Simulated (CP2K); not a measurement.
Consider ethyl formate at its PBE geometry (Å).

```xyz
11

C    -1.5872    0.2527    0.2743
C    -0.2321   -0.4084    0.1378
O     0.7140    0.6083   -0.3318
C     1.9952    0.2023   -0.4651
O     2.4152   -0.9156   -0.2427
H    -2.3244   -0.4889    0.6109
H    -1.5615    1.0683    1.0085
H    -1.9283    0.6617   -0.6856
H    -0.2390   -1.2326   -0.5881
H     0.1393   -0.8034    1.0929
H     2.6088    1.0556   -0.8111
```

Method: CP2K XAS_TDP, all-electron GAPW, PBEh(45%), aug-cc-pVDZ, TDA, GW2X-corrected core level, no relativity.

**Question.** Where do the C K-edge lines lie, and how strong are they?

Leading lines: C1 291.10 eV, C2 291.67 eV and C4 290.36 eV. The leading line of an atom is its first one with 35 % of the strongest within 2.5 eV of its lowest line over the strength cut. Core ionisation energies at this level: C2 294.10, C4 296.82 and C1 292.53 eV.

The first six lines of each atom with a strength over 0.0015:

```csv
atom,energy (eV),states,"strength, one atom",above the computed threshold
C1 (bonded to C and 3 H),290.33,1,0.0060,
,291.10,1,0.0202,
,291.12,1,0.0187,
,291.49,1,0.0018,
,292.14,1,0.0032,
,292.44,1,0.0037,
"C2 (bonded to C, O and 2 H)",291.67,1,0.0546,
,292.07,1,0.0093,
,292.15,1,0.0050,
,292.78,1,0.0170,
,294.03,1,0.0062,
,294.41,1,0.0069,yes
C4 (bonded to 2 O and H),290.36,1,0.0726,
,294.82,1,0.0161,
,296.06,1,0.0025,
,296.11,1,0.0020,
,296.29,1,0.0024,
,296.92,1,0.0037,yes
```

Lines are vertical, at one geometry, with no vibrational structure. GW2X ionisation energies and lines can be off by 1 to 2 eV either way, and a good line position may hide errors that cancel. These values hold no scalar relativity, about 0.1 eV for C 1s. Rydberg lines, and the discretised continuum above threshold, depend on the basis and the box.

[Banner, clock and machine lines of the logs are left out without a mark of their own.]

[Logs are printed without paths, hosts, clocks, repeated set-up lines and the standing remarks that a program may print on its own settings, such as how far it seeks lower states.]

[Hosts, paths, dates, database ids (printed as entryN), source tags and the programs' standing remarks are cut or masked in the printed files.]
